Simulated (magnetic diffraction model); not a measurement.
**Magnetic neutron pattern of YbTi2Cr2**

Space group I4/mmm (no. 139), a = 3.9110 Å, c = 10.7630 Å.

| site | atom | x | y | z |
| --- | --- | --- | --- | --- |
| 2a | Yb | 0 | 0 | 0 |
| 4d | Cr | 1/2 | 0 | 1/4 |
| 4e | Ti | 1/2 | 1/2 | 0.1212 |

This is a made-up structure (elements placed in a structure type, unrelaxed), so the numbers test the method and describe no known phase.

Only Yb and Cr are taken to order (form factors of Yb3+ and Cr2+); orders and moment sizes are assumed, and not adapted to the symmetry. Radiation: neutrons of λ = 1.909 Å, 3° to 95°; isotropic B of 0.1 Å² (Yb), 0.14 Å² (Cr) and 0.17 Å² (Ti). Simulated constant-wavelength pattern: nuclear and magnetic terms add, the magnetic one as |2.695 fm × Σ f S⊥ exp(2πi Q·r) exp(−B s²)|², summed over all Q at one angle with the factor 1/(sin²θ cos θ). For collinear order S is the moment m, which repeats by lattice and centring translations R with the sign exp(−2πi k·R). Free-ion form factors, Sears's scattering lengths of 1992, no absorption; a label names one of the reflections at its angle. The strongest nuclear line in the range is 100, and lines under 0.2 are left out.

Assume the order k = (0 0 0), collinear moments along [101], 1.3 μB on Yb and 1.06 μB on Cr; signs + at (0, 0, 0), − at (1/2, 0, 1/4), − at (0, 1/2, 1/4).

Predict the pattern, nuclear and magnetic parts apart.

```
2θ (°)    index  nuclear  magnetic
 20.43  (0 0 2)      4.1       1.5
 30.10  (1 0 1)    100.0       3.0
 40.38  (1 1 0)      0.3       4.4
 41.55  (0 0 4)     32.0       0.0
 42.33  (1 0 3)     11.1       0.8
 45.67  (1 1 2)     57.8       0.0
 58.43  (2 0 0)      8.4       0.0
 59.33  (1 1 4)     14.4       1.6
 60.81  (1 0 5)      4.8       0.2
 62.58  (2 0 2)      2.2       2.1
 64.30  (0 0 6)      0.8       0.1
 67.13  (2 1 1)     50.3       1.1
 74.23  (2 0 4)     51.0       0.0
 74.76  (2 1 3)      9.2       0.8
 78.73  (1 1 6)     28.9       0.0
 83.68  (1 0 7)     17.1       0.1
 87.31  (2 2 0)      5.0       0.0
 89.36  (2 1 5)      6.0       0.4
 90.38  (0 0 8)      2.5       0.0
 90.91  (2 2 2)      1.4       0.7
 92.45  (2 0 6)      2.2       0.4
```

The strongest magnetic line in the range is (1 1 0) at 40.38° (4.4). On top of the Lorentz factor, which all lines share, magnetic lines fade with angle because f falls: for Yb3+ it is 0.97, 0.88, 0.76 and 0.51 at sin θ/λ = 0.1, 0.2, 0.3 and 0.5 Å⁻¹, while nuclear lengths stay constant. The net moment is 0.82 μB a primitive cell.

[Logs are printed without paths, hosts, clocks, repeated set-up lines and the standing remarks that a program may print on its own settings, such as how far it seeks lower states.]
